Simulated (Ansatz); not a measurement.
# Si on Al(111): change of the work function, part 2 of 2

How does Si on the fcc site change the work function of Al(111) as the layer fills?

Ansatz 0.2.0; plane-wave DFT, PBEsol, Ansatz PAW (the session's first sound run).

So far, work function, upper face (eV): step 2 (the clean slab) 4.07; step 3 (65 atoms, coverage 0.0625 ML, cell 4x4) 4.31; step 4 (37 atoms, coverage 0.111 ML, cell 3x3) 4.50; step 5 (17 atoms, coverage 0.25 ML, cell 2x2) 4.76.

## Step 6: Adsorbate added, k-mesh 6×6×1, coverage 0.5 ML

System of this step: Si/Al(111). The cell holds 18 atoms: 16 Al and 2 Si. Cell: a = 5.728 Å, b = 5.728 Å, c = 26.690 Å, α = 90.0°, β = 90.0°, γ = 60.0°. Vacuum lies along c.

The input, input.yaml:

```yaml
crystal:
  lattice:
    - [5.7275649276, 0.0, 0.0]
    - [2.8637824638, 4.9602167292, 0.0]
    - [0.0, 0.0, 26.6895920757]
  atoms:
    - { symbol: Al, position: [0.0, 0.0, 0.3372100995] }
    - { symbol: Al, position: [0.1666666667, 0.1666666667, 0.4248198533] }
    - { symbol: Al, position: [0.3333333333, 0.3333333333, 0.5094791123] }
    - { symbol: Al, position: [0.0, 0.0, 0.5957618588] }
    - { symbol: Al, position: [0.0, 0.5, 0.3372100995] }
    - { symbol: Al, position: [0.1666666667, 0.6666666667, 0.4248198533] }
    - { symbol: Al, position: [0.3333333333, 0.8333333333, 0.5094791123] }
    - { symbol: Al, position: [0.0, 0.5, 0.5957618588] }
    - { symbol: Al, position: [0.5, 0.0, 0.3372100995] }
    - { symbol: Al, position: [0.6666666667, 0.1666666667, 0.4248198533] }
    - { symbol: Al, position: [0.8333333333, 0.3333333333, 0.5094791123] }
    - { symbol: Al, position: [0.5, 0.0, 0.5957618588] }
    - { symbol: Al, position: [0.5, 0.5, 0.3372100995] }
    - { symbol: Al, position: [0.6666666667, 0.6666666667, 0.4248198533] }
    - { symbol: Al, position: [0.8333333333, 0.8333333333, 0.5094791123] }
    - { symbol: Al, position: [0.5, 0.5, 0.5957618588] }
    - { symbol: Si, position: [0.1666666667, 0.1666666667, 0.6627899005] }
    - { symbol: Si, position: [0.6666666667, 0.1666666667, 0.6627899005] }
kpoints:
  mp_grid: { grid: [6, 6, 1] }
hamiltonian:
  xc: pbesol
scf:
  occupations: { method: fermi_dirac, width: 0.1 }
  convergence: { dr2_threshold: 1.0e-08 }
efield:
  axis: 3
  dipole_correction: true
  ramp_position: 0.97
  ramp_width: 0.06
relax:
  f_tol: 0.02
  max_steps: 60
  constraints: [{ sites: [0, 1, 4, 5, 8, 9, 12, 13] }]
output:
  bader: true
  dos: { projected: true, e_range: [-8, 4] }
  write_potential: true
  write_density: true
  volumetric_format: npy
```

On the command line:

```bash
$ ansatz run input.yaml --threads 4 --pin off --max-ram 6144MiB --backend cpu --events-out ev --progress --plain --runs-dir out
```

Elapsed: 78 s, on 4 threads of Arm Neoverse V2, shared host; peak memory 1.4 GiB; 5.1 min of CPU time.

Step by step:

```
step  energy less that of the first step (eV)  largest force component (eV/Å)
   1                                   0.0000                          1.1277
   2                                  -0.2031                          0.3863
   3                                  -0.2329                          0.0550
   4                                  -0.2337                          0.0198
```

The run keeps the 4 symmetry operations that the program found, so distortions that break them were not tested.

The atoms that moved most (Å):

```
atom     dx      dy      dz  length
Si18  0.000   0.060   0.120   0.134
Si17  0.000   0.060   0.120   0.134
 Al4  0.000  -0.080  -0.005   0.081
Al12  0.000  -0.080  -0.005   0.081
Al16  0.000   0.045   0.036   0.058
 Al8  0.000   0.045   0.036   0.058
 Al3  0.000  -0.005   0.046   0.046
Al11  0.000  -0.005   0.046   0.046
```

The relaxed structure:

```
Al Si
1.0
     5.72756    0.00000    0.00000
     2.86378    4.96022    0.00000
     0.00000    0.00000   26.68959
Al Si
16 2
Direct
  0.00000 0.00000 0.33721
  0.16667 0.16667 0.42482
  0.33385 0.33230 0.51119
  0.00810 0.98380 0.59557
  0.00000 0.50000 0.33721
  0.16667 0.66667 0.42482
  0.33416 0.83169 0.50895
  0.99545 0.50909 0.59711
  0.50000 0.00000 0.33721
  0.66667 0.16667 0.42482
  0.83385 0.33230 0.51119
  0.50810 0.98380 0.59557
  0.50000 0.50000 0.33721
  0.66667 0.66667 0.42482
  0.83416 0.83169 0.50895
  0.49545 0.50909 0.59711
  0.16057 0.17886 0.66729
  0.66057 0.17886 0.66729
```

The relaxation took 4 steps and lowered the energy by 0.23 eV; the largest force on the free atoms ends at 0.020 eV/Å.

The covered face has 4.81 eV, +0.75 eV against the clean one; the bare back face has moved by +0.04 eV, a measure of how thin the slab is.

## Step 7: Adsorbate added, k-mesh 12×12×1, coverage 1 ML

System of this step: Si/Al(111). The cell holds 5 atoms: 4 Al and 1 Si. Cell: a = 2.864 Å, b = 2.864 Å, c = 26.690 Å, α = 90.0°, β = 90.0°, γ = 60.0°. Vacuum lies along c.

input.yaml, the sections that differ from step 6:

```yaml
crystal:
  lattice:
    - [2.8637824638, 0.0, 0.0]
    - [1.4318912319, 2.4801083646, 0.0]
    - [0.0, 0.0, 26.6895920757]
  atoms:
    - { symbol: Al, position: [0.0, 0.0, 0.3372100995] }
    - { symbol: Al, position: [0.3333333333, 0.3333333333, 0.4248198533] }
    - { symbol: Al, position: [0.6666666667, 0.6666666667, 0.5094791123] }
    - { symbol: Al, position: [0.0, 0.0, 0.5957618588] }
    - { symbol: Si, position: [0.3333333333, 0.3333333333, 0.6627899005] }
kpoints:
  mp_grid: { grid: [12, 12, 1] }
relax:
  f_tol: 0.02
  max_steps: 60
  constraints: [{ sites: [0, 1] }]
output:
  bader: true
  write_potential: true
  write_density: true
  volumetric_format: npy
# hamiltonian, scf, efield: as in step 6
```

Wall time 12 s (4 threads); peak memory 0.47 GiB; 46 s of CPU time.

Running mean over 2.338 Å of the planar mean; the ramp of the sawtooth is left out. Table of electron's electrostatic potential energy less the Fermi level by z:

z (Å), electron's electrostatic potential energy less the Fermi level (eV) and a bar from the least value:
```
        4       4.20 #############################
        5       4.19 #############################
        6       4.10 #############################
        7       3.07 ##########################
        8      -1.29 ###############
        9      -4.36 #######
       10      -4.53 #######
       11      -4.55 #######
       12      -4.66 #######
       13      -4.67 #######
       14      -4.64 #######
       15      -4.73 ######
       16      -4.76 ######
       17      -6.88 #
       18      -7.31 
       19      -3.69 #########
       20       3.37 ###########################
       21       4.58 ##############################
       22       4.66 ##############################
       23       4.66 ##############################
```

The relaxation took 5 steps and lowered the energy by 0.31 eV; the largest force on the free atoms ends at 0.011 eV/Å.

The covered face has 4.66 eV, +0.60 eV against the clean one; the bare back face has moved by +0.15 eV, a measure of how thin the slab is.

## Step 8: Work function against coverage

This step: plane-wave DFT, PBEsol, Ansatz PAW; work function against coverage (Ansatz 0.2.0).

The runs are now put side by side.

This step gave:

| Property | Result |
| --- | --- |
| work function of the clean face | 4.065 eV |
| largest change of the work function | 0.7486 eV |

The work function of the covered face by coverage:

```
coverage (adsorbates/nm²)  work function of the covered face (eV)
                     0.00                                    4.07
                     0.88                                    4.31
                     1.56                                    4.50
                     3.52                                    4.76
                     7.04                                    4.81
                    14.08                                    4.66
```

The dipole per adsorbate comes from the change of the cell's dipole. Coverage, by row:

```
coverage (1/nm²)  coverage (ML)  work function (eV)  change (eV)  dipole per adsorbate, positive end outwards (debye)  mean height of the added atoms over the highest substrate atom (Å)
            0.88         0.0625               4.307       0.2417                                               -0.787                                                               1.704
           1.564         0.1111               4.497       0.4311                                               -0.761                                                               1.711
            3.52           0.25                4.76       0.6943                                               -0.613                                                               1.752
            7.04            0.5               4.814       0.7486                                               -0.266                                                               1.873
           14.08              1               4.664       0.5988                                               -0.085                                                               2.163
```

## Step 9: Another level of theory, functional PBE

This step: plane-wave DFT, PBE, Ansatz PAW (Ansatz 0.2.0).

System of this step: Si/Al(111). The cell holds 17 atoms: 16 Al and 1 Si. Cell: a = 5.728 Å, b = 5.728 Å, c = 26.690 Å, α = 90.0°, β = 90.0°, γ = 60.0°. Vacuum lies along c.

The geometry is kept and the functional is PBE.

The input, input.yaml:

```yaml
crystal:
  lattice:
    - [5.7275649276, 0.0, 0.0]
    - [2.8637824638, 4.9602167292, 0.0]
    - [0.0, 0.0, 26.6895920757]
  atoms:
    - { symbol: Al, position: [0.0, 0.0, 0.3372100995] }
    - { symbol: Al, position: [0.1666666667, 0.1666666667, 0.4248198533] }
    - { symbol: Al, position: [0.3336879436, 0.3336879436, 0.508699685] }
    - { symbol: Al, position: [-0.006360915, -0.006360915, 0.5951215958] }
    - { symbol: Al, position: [0.0, 0.5, 0.3372100995] }
    - { symbol: Al, position: [0.1666666667, 0.6666666667, 0.4248198533] }
    - { symbol: Al, position: [0.3336879436, 0.8326241127, 0.508699685] }
    - { symbol: Al, position: [-0.006360915, 0.51272183, 0.5951215958] }
    - { symbol: Al, position: [0.5, 0.0, 0.3372100995] }
    - { symbol: Al, position: [0.6666666667, 0.1666666667, 0.4248198533] }
    - { symbol: Al, position: [0.8326241127, 0.3336879436, 0.508699685] }
    - { symbol: Al, position: [0.51272183, -0.006360915, 0.5951215958] }
    - { symbol: Al, position: [0.5, 0.5, 0.3372100995] }
    - { symbol: Al, position: [0.6666666667, 0.6666666667, 0.4248198533] }
    - { symbol: Al, position: [0.8333333333, 0.8333333333, 0.5085585986] }
    - { symbol: Al, position: [0.5, 0.5, 0.5938362198] }
    - { symbol: Si, position: [0.1666666667, 0.1666666667, 0.6607563408] }
kpoints:
  mp_grid: { grid: [6, 6, 1] }
hamiltonian:
  xc: pbe
scf:
  occupations: { method: fermi_dirac, width: 0.1 }
  convergence: { dr2_threshold: 1.0e-08 }
efield:
  axis: 3
  dipole_correction: true
  ramp_position: 0.97
  ramp_width: 0.06
output:
  write_potential: true
  write_density: true
  volumetric_format: npy
```

Run time: 8.6 s. Hardware: 4 threads; peak memory 1.1 GiB; 33 s of CPU time.

This step gave:

* energy at zero smearing: -9232.1909 eV
* work function, upper face: 4.736 eV
* work function, lower face: 3.876 eV
* dipole along the normal: -0.1350 e·Å
* step between the vacuum levels: 0.8601 eV

The work function comes to 4.74 eV, -0.02 eV from the first level.

## Step 10: Another level of theory, functional RPBE

This step: plane-wave DFT, RPBE, Ansatz PAW (Ansatz 0.2.0).

The geometry is kept and the functional is RPBE.

Edit input.yaml of step 9 so:

```diff
@@ -26,3 +26,3 @@
 hamiltonian:
-  xc: pbe
+  xc: rpbe
 scf:
```

The job ended after 8.8 s (4 threads; peak memory 1.1 GiB).

Numbers from this step:

* energy at zero smearing: -9282.5968 eV
* work function, upper face: 4.690 eV
* work function, lower face: 3.801 eV
* dipole along the normal: -0.1395 e·Å
* step between the vacuum levels: 0.8888 eV

The work function comes to 4.69 eV, -0.07 eV from the first level.

## Step 11: Another level of theory, functional LDA

This step: plane-wave DFT, LDA, Ansatz PAW (Ansatz 0.2.0).

The geometry is kept and the functional is LDA.

Edit input.yaml of step 10 so:

```diff
@@ -26,3 +26,3 @@
 hamiltonian:
-  xc: rpbe
+  xc: lda
 scf:
```

Run time: 8.5 s. Hardware: 4 threads; peak memory 1.1 GiB; 33 s of CPU time.

The work function comes to 4.88 eV, +0.12 eV from the first level.

## Step 12: The series together

Times are for 4 threads of Arm Neoverse V2, shared host. The runs compared:

```
no.  functional  work function, upper face (eV)  dipole along the normal (e·Å)   time  memory (GiB)
  1         pbe                           4.736                        -0.1350  8.6 s           1.1
  2        rpbe                           4.690                        -0.1395  8.8 s           1.1
  3         lda                           4.876                        -0.1303  8.5 s           1.1
```

## Step 13: Varying the input

This step: plane-wave DFT, PBEsol, Ansatz PAW (Ansatz 0.2.0).

System of this step: Si/Al(111). The cell holds 5 atoms: 4 Al and 1 Si. Its edges and angles: a = 2.864 Å, b = 2.864 Å, c = 26.690 Å, α = 90.0°, β = 90.0°, γ = 60.0°. Vacuum lies along c.

A run with a changed input: it repeats the earlier run at 1 ML with crystal.symmetry to detect: false and scf.algorithm to density_mixing.

The input, input.yaml:

```yaml
crystal:
  lattice:
    - [2.8637824638, 0.0, 0.0]
    - [1.4318912319, 2.4801083646, 0.0]
    - [0.0, 0.0, 26.6895920757]
  atoms:
    - { symbol: Al, position: [0.0, 0.0, 0.3372100995] }
    - { symbol: Al, position: [0.3333333333, 0.3333333333, 0.4248198533] }
    - { symbol: Al, position: [0.6666666667, 0.6666666667, 0.5094791123] }
    - { symbol: Al, position: [0.0, 0.0, 0.5957618588] }
    - { symbol: Si, position: [0.3333333333, 0.3333333333, 0.6627899005] }
  symmetry: { detect: false }
kpoints:
  mp_grid: { grid: [12, 12, 1] }
hamiltonian:
  xc: pbesol
scf:
  occupations: { method: fermi_dirac, width: 0.1 }
  convergence: { dr2_threshold: 1.0e-08 }
  algorithm: density_mixing
efield:
  axis: 3
  dipole_correction: true
  ramp_position: 0.97
  ramp_width: 0.06
relax:
  f_tol: 0.02
  max_steps: 60
  constraints: [{ sites: [0, 1] }]
output:
  bader: true
  write_potential: true
  write_density: true
  volumetric_format: npy
```

It took 28 s on 4 threads; peak memory 0.59 GiB; 1.9 min of CPU time.

Step by step:

```
step  energy less that of the first step (eV)  largest force component (eV/Å)
   1                                   0.0000                          2.0276
   2                                  -0.2142                          0.9493
   3                                  -0.3054                          0.1106
   4                                  -0.3074                          0.0864
   5                                  -0.3084                          0.0124
```

The atoms that moved most (Å):

```
atom     dx      dy     dz  length
 Si5  0.001  -0.001  0.428   0.428
 Al4  0.000   0.000  0.053   0.053
 Al3  0.000   0.000  0.044   0.044
```

Final coordinates:

```
Al Si
1.0
     2.86378    0.00000    0.00000
     1.43189    2.48011    0.00000
     0.00000    0.00000   26.68959
Al Si
4 1
Direct
  0.00000 0.00000 0.33721
  0.33333 0.33333 0.42482
  0.66685 0.66659 0.51111
  0.00017 0.99992 0.59774
  0.33395 0.33306 0.67881
```

Numbers from this step:

| Quantity | Value |
| --- | --- |
| energy at zero smearing | -2718.4565 eV |
| work function, upper face | 4.663 eV |
| work function, lower face | 4.201 eV |
| dipole along the normal | -0.01815 e·Å |
| step between the vacuum levels | 0.4625 eV |

```
                      quantity  this run  earlier run  difference
work function, upper face (eV)     4.663        4.664     -0.0011
work function, lower face (eV)     4.201        4.201     -1.9e-5
 dipole along the normal (e·Å)  -0.01815     -0.01819      4.0e-5
```

Nothing in the table moves by 0.01 in its unit (for the dipole 0.5 % and 5e-5 e·Å). The run took 36 SCF cycles against 35.

From the first step to the last the energy fell by 0.308 eV, and the largest move was 0.43 Å (Si5).

## Step 14: A changed input

System of this step: Al(111). The cell holds 4 atoms: 4 Al. Cell: a = 2.864 Å, b = 2.864 Å, c = 25.015 Å, α = 90.0°, β = 90.0°, γ = 60.0°. Vacuum lies along c.

An input spoilt on purpose, to show how the run answers: it repeats the earlier run at 0 ML with efield.axis from 3 to 2, and scf.max_iter set to 75.

The input, input.yaml:

```yaml
crystal:
  lattice:
    - [2.8637824638, 0.0, 0.0]
    - [1.4318912319, 2.4801083646, 0.0]
    - [0.0, 0.0, 25.0148057707]
  atoms:
    - { symbol: Al, position: [0.0, 0.0, 0.3597869231] }
    - { symbol: Al, position: [0.3333333333, 0.3333333333, 0.4532623077] }
    - { symbol: Al, position: [0.6666666667, 0.6666666667, 0.5467376923] }
    - { symbol: Al, position: [0.0, 0.0, 0.6402130769] }
kpoints:
  mp_grid: { grid: [12, 12, 1] }
hamiltonian:
  xc: pbesol
scf:
  occupations: { method: fermi_dirac, width: 0.1 }
  convergence: { dr2_threshold: 1.0e-08 }
  max_iter: 75
efield:
  axis: 2
  dipole_correction: true
  ramp_position: 0.97
  ramp_width: 0.06
relax:
  f_tol: 0.02
  max_steps: 60
  constraints: [{ sites: [0, 1] }]
output:
  write_potential: true
  write_density: true
  volumetric_format: npy
```

Elapsed: 0.16 s, on 4 threads; peak memory 0.29 GiB; 0.28 s of CPU time.

The program refused the input before any cycle.

The program's message: “Error: efield: ion 0 (Al) at fractional coordinate 0.0000 along the field axis lies inside the sawtooth ramp with 2 of the planes that the density is read on at each end, [0.8700, 0.1300] — the ramp m …”

The fault put into the input: the field along an axis without vacuum.

## Step 15: Results

| Quantity | Value |
| --- | --- |
| work function of the clean face | 4.07 eV |
| work function at 0.062 ML | 4.31 eV |
| work function at 0.11 ML | 4.50 eV |
| work function at 0.25 ML | 4.76 eV |
| work function at 0.5 ML | 4.81 eV |
| work function at 1 ML | 4.66 eV |
| dipole per adsorbate at 0.062 ML, positive end outwards | -0.79 D |

What this shows: Si raises the work function of Al(111) at the lowest coverage, by 0.24 eV: the adsorbate layer has its negative end outwards. The dipole per adsorbate falls from 0.79 to 0.09 D as the layer fills. Neighbouring dipoles depolarise each other, and heights and bonding change with coverage too. The slab has 4 layers, at the tabulated experimental lattice constant, one starting site was run, and quantum-size effects of a slab this thin can reach one or two tenths of an eV.

[Long decimals in the printed logs are rounded to 6 places.]

[Logs are printed without paths, hosts, clocks, repeated set-up lines and the standing remarks that a program may print on its own settings, such as how far it seeks lower states.]

[Hosts, paths, dates, database ids (printed as entryN), source tags and the programs' standing remarks are cut or masked in the printed files.]

[Maps of the electrostatic potential energy from Ansatz leave out the sawtooth potential of an applied field or a dipole correction, so their vacuum need not be flat; planar profiles and work functions include it.]
